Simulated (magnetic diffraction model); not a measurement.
# Moment size from magnetic intensity in PrMn6

Space group P2_1/c (no. 14), a = 5.1210 Å, b = 10.1660 Å, c = 8.0740 Å, β = 90.74°.

| site | atom | x | y | z |
| --- | --- | --- | --- | --- |
| 4e | Pr | 0.2626 | 0.0583 | 0.7461 |
| 4e | Mn | 0.0171 | 0.3077 | 0.9468 |
| 4e | Mn | 0.4814 | 0.3021 | 0.9323 |
| 4e | Mn | 0.2723 | 0.7536 | 0.3086 |
| 4e | Mn | 0.2549 | 0.9780 | 0.3951 |
| 4e | Mn | 0.2435 | 0.3616 | 0.6514 |
| 4e | Mn | 0.2165 | 0.9115 | 0.0387 |

This is a made-up structure (elements placed in a structure type, unrelaxed), so the numbers test the method and describe no known phase.

Only Pr is taken to order (form factors of Pr3+); orders and moment sizes are assumed, and not adapted to the symmetry. Radiation: neutrons of λ = 1.594 Å, 5° to 30°; isotropic B of 0.23 Å² (Pr) and 0.29 Å² (Mn). Simulated constant-wavelength pattern: nuclear and magnetic terms add, the magnetic one as |2.695 fm × Σ f S⊥ exp(2πi Q·r) exp(−B s²)|², summed over all Q at one angle with the factor 1/(sin²θ cos θ). For collinear order S is the moment m, which repeats by lattice and centring translations R with the sign exp(−2πi k·R). Free-ion form factors, Sears's scattering lengths of 1992, no absorption; a label names one of the reflections at its angle. The strongest nuclear line in the range is 100, and lines under 0.2 are left out.

In a first state the assumed order is k = (0 0 0), collinear moments along [110], 2.5 μB on Pr; signs + at (0.2626, 0.0583, 0.7461), + at (0.7374, 0.5583, 0.7539), + at (0.7374, 0.9417, 0.2539), + at (0.2626, 0.4417, 0.2461), with this pattern:

```
2θ (°)     index  nuclear  magnetic
 14.48   (0 1 1)      1.3       0.0
 17.91   (1 0 0)      0.4       0.2
 18.04   (0 2 0)     54.5       3.8
 20.07   (1 1 0)     22.1       4.7
 21.36   (0 2 1)     44.4       9.2
 22.77   (0 0 2)     52.7      20.8
 22.99  (1 1 -1)    100.0      26.5
 23.22   (1 1 1)     75.1      26.4
 25.53   (1 2 0)      1.1       0.1
 28.10   (1 2 1)      0.6       0.0
 28.93  (1 0 -2)      0.1       0.2
 29.21   (0 2 2)     13.1       9.3
 29.31   (1 0 2)      2.4       0.0
 29.56   (0 3 1)      0.8       0.0
```

**Question.** Nearer the ordering temperature the line at 22.99° has total intensity 102.4 on the same scale, and all moments have shrunk alike. How large is the Pr moment?

The nuclear part, 100.0, stays, so the magnetic part is 2.4 against 26.5. It goes as m², so m = 2.5 × √(2.4/26.5) = 0.75 μB; the value used was 0.75 μB.

[Logs are printed without paths, hosts, clocks, repeated set-up lines and the standing remarks that a program may print on its own settings, such as how far it seeks lower states.]
